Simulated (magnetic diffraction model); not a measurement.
# Solving a magnetic structure from powder neutron data: Pr₄Ni₂As₂P₃

Space group P-3m1 (no. 164), a = 4.1480 Å, c = 17.6660 Å.

| site | atom | x | y | z |
| --- | --- | --- | --- | --- |
| 2c | Pr | 0 | 0 | 0.3030 |
| 2d | Pr | 1/3 | 2/3 | 0.1022 |
| 2d | As | 1/3 | 2/3 | 0.4112 |
| 2d | Ni | 1/3 | 2/3 | 0.5483 |
| 1a | P | 0 | 0 | 0 |
| 2d | P | 1/3 | 2/3 | 0.7959 |

This is a made-up structure (elements placed in a structure type, unrelaxed), so the numbers test the method and describe no known phase.

Only Pr is taken to order (form factors of Pr3+); orders and moment sizes are assumed, and not adapted to the symmetry. Radiation: neutrons of λ = 1.909 Å, 2° to 60°; isotropic B of 0.64 Å² (Pr), 0.64 Å² (As), 0.69 Å² (Ni) and 1 Å² (P). The intensities are simulated: I ∝ L Σ (|F_N|² + |F_M⊥|²) for unpolarised neutrons, with F_M = 2.695 fm/μB × Σ f(s) S exp(2πi Q·r) exp(−B s²) at Q = H ± k (one set where k and −k are equivalent), only the part normal to Q counting and L = 1/(sin²θ cos θ). For a modulated order the moment at position r is S exp(−2πi k·r) + c.c., with S = m/2 for a sine wave of amplitude m and S = m(u + iv)/2 for moments turning in a plane, u and v being orthogonal unit vectors in it; the phase factor of the sum at Q = H + k is then exp(2πi H·r). Form factors are spin-only for 3d ions and dipole or tabulated for f ions, scattering lengths are Sears's of 1992, and absorption is left out. A label names one of the reflections at its angle. The strongest nuclear line in the range is 100, and lines under 0.2 are left out.

Above the ordering temperature:

```tsv
2θ (°)	index	I
6.19	(0 0 1)	100.0
12.41	(0 0 2)	15.7
18.66	(0 0 3)	2.9
30.82	(1 0 0)	5.6
31.35	(0 0 5)	0.8
31.46	(1 0 1)	11.5
33.34	(1 0 2)	7.5
36.27	(1 0 3)	36.7
37.83	(0 0 6)	1.7
40.06	(1 0 4)	22.0
44.45	(0 0 7)	2.7
44.53	(1 0 5)	12.7
49.56	(1 0 6)	13.8
51.22	(0 0 8)	3.0
54.80	(1 1 0)	57.2
55.06	(1 0 7)	31.3
55.21	(1 1 1)	8.6
56.42	(1 1 2)	5.2
58.19	(0 0 9)	3.9
58.41	(1 1 3)	2.0
```

Below it (cell unchanged):

```tsv
2θ (°)	I
6.19	100.0
12.41	15.7
17.92	13.9
18.66	2.9
19.98	15.8
23.59	9.7
28.19	9.9
30.82	5.6
31.35	0.8
31.46	11.5
33.34	7.5
33.41	6.4
35.88	3.1
36.27	36.7
37.00	3.7
37.83	1.7
39.08	4.5
39.17	2.6
40.06	22.0
42.25	3.2
44.45	2.7
44.53	12.7
45.07	4.2
46.09	2.5
48.01	3.2
48.90	3.8
49.56	13.8
50.57	2.0
50.65	2.8
51.22	3.0
51.35	2.3
53.20	3.5
54.80	57.2
55.06	31.3
55.21	8.6
55.59	2.2
```
(The table stops after 36 lines; 5 more lie at higher angle.)

**Question.** Find the propagation vector, then choose among these models:
A. moments turning in the plane of [010] and [001], 3.1 μB on Pr; signs + at (0, 0, 0.3030), − at (0, 0, 0.6970), − at (1/3, 2/3, 0.1022), + at (2/3, 1/3, 0.8978)
B. moments turning in the plane of [100] and [010], 3.1 μB on Pr; signs + at (0, 0, 0.3030), − at (0, 0, 0.6970), − at (1/3, 2/3, 0.1022), + at (2/3, 1/3, 0.8978)
C. a sine wave with moments along [010] (amplitudes given), 3.1 μB on Pr; signs + at (0, 0, 0.3030), − at (0, 0, 0.6970), − at (1/3, 2/3, 0.1022), + at (2/3, 1/3, 0.8978)
D. a sine wave with moments along [001] (amplitudes given), 3.1 μB on Pr; signs + at (0, 0, 0.3030), − at (0, 0, 0.6970), − at (1/3, 2/3, 0.1022), + at (2/3, 1/3, 0.8978)

The new lines index as (2/3 -1/3 1/2) at 17.92°, (1/3 1/3 3/2) at 19.98°, (1/3 1/3 5/2) at 23.59° and (1/3 1/3 7/2) at 28.19°, that is as H ± k with k = (1/3 1/3 1/2). Satellites come in pairs about each point of the reciprocal lattice.

Magnetic intensity, observed (below minus above) and for each model:

| 2θ (°) | index | observed | A | B | C | D |
| --- | --- | --- | --- | --- | --- | --- |
| 17.92 | (2/3 -1/3 1/2) | 13.9 | 15.5 | 13.9 | 2.4 | 13.1 |
| 19.98 | (1/3 1/3 3/2) | 15.8 | 20.2 | 15.8 | 10.1 | 10.1 |
| 23.59 | (1/3 1/3 5/2) | 9.7 | 9.4 | 9.7 | 5.6 | 3.8 |
| 28.19 | (1/3 1/3 7/2) | 9.9 | 7.9 | 9.9 | 5.5 | 2.5 |
| 33.41 | (1/3 1/3 9/2) | 6.4 | 3.9 | 6.4 | 2.8 | 1.1 |
| 39.08 | (2/3 -1/3 11/2) | 4.5 | 2.6 | 4.5 | 2.1 | 0.5 |
| 45.07 | (1/3 1/3 13/2) | 4.2 | 2.5 | 4.2 | 2.1 | 0.4 |
| 48.90 | (4/3 1/3 3/2) | 3.8 | 4.8 | 3.8 | 1.2 | 3.5 |

Model B matches.

The structure used: k = (1/3 1/3 1/2), moments turning in the plane of [100] and [010], 3.1 μB on Pr; signs + at (0, 0, 0.3030), − at (0, 0, 0.6970), − at (1/3, 2/3, 0.1022), + at (2/3, 1/3, 0.8978).

[Logs are printed without paths, hosts, clocks, repeated set-up lines and the standing remarks that a program may print on its own settings, such as how far it seeks lower states.]
